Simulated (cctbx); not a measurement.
**Lattice, Laue class and space group of a new crystal**

Cell: a = 7.7710 Å, b = 7.7710 Å, c = 4.0410 Å, α = 90.00°, β = 90.00°, γ = 120.00°. Expected content of the cell: Pt3 Nd3 Sc3.

The data are simulated with cctbx, not measured: Mo Kα, λ = 0.71073 Å, to d = 0.77 Å, 70 % of the full sphere, strongest reflection 5000 counts, noise from counting, a 6 % proportional error and a noise floor of 2 counts (s.d.); no absorption.

A first pass over the reflections prints:

```text
1374 reflections to d = 0.770 A
centring   violations  <I/sigma> of those
    A        647 of   681     10.6
    B        623 of   658     10.5
    C        662 of   695     10.7
    I        633 of   670     10.5
    R        880 of   921     10.7
    F        966 of  1017     10.6
Laue class    unique    Rint  (classes that these axes allow; Friedel mates merged)
P -1              900   0.065
P 1 1 2/m         554   0.067
P -3              332   0.069
P -3 1 m          191   0.072
P -3 m 1          205   0.072
P 6/m             192   0.072
P 6/m m m         128   0.074
space group    extra absences  I>4sigma  <I/sigma>
P 6 2 2                 0          0         -  acentric
P 6 m m                 0          0         -  acentric
P -6 m 2                0          0         -  acentric
P -6 2 m                0          0         -  acentric
P 6/m m m               0          0         -  centric
Wilson B = 0.26 A^2   <|E^2-1|> = 0.628 (0.968 centric, 0.736 acentric)   E^2>4: 0.8 %
shell (A)         n   <I/sigma>
 6.73 - 1.54     23     24.8
 1.54 - 1.22     17     32.8
 1.22 - 1.07     15     26.6
 1.07 - 0.97     14     30.1
 0.97 - 0.90     15     31.6
 0.90 - 0.85     13     28.0
 0.85 - 0.81     14     26.6
 0.81 - 0.77     17     24.9
```

Q: Read the symmetry from these tables.

Every centring test has many violations, so the lattice is primitive.

Rint stays low (0.065 to 0.074) up to P 6/m m m, the highest class in these axes.

5 settings pass the absence test. No glide or screw absences show, which leaves P 6 2 2, P 6 m m, P -6 m 2, P -6 2 m and P 6/m m m.

⟨|E²−1|⟩ = 0.628 leans to a non-centrosymmetric structure, or to twinning, which lowers it. The Wilson B of 0.26 Å² means U ≈ 0.0033 Å².

The true group is P-62m (no. 189), Laue class 6/mmm, non-centrosymmetric. The tables only narrow the choice to the tied entries; cell content, site symmetry and trial solutions must settle it.

The model was made for the exercise: a known structure type with other elements put in, its volume estimated, not relaxed; displacement parameters are assumed.

[Logs are printed without paths, hosts, clocks, repeated set-up lines and the standing remarks that a program may print on its own settings, such as how far it seeks lower states.]
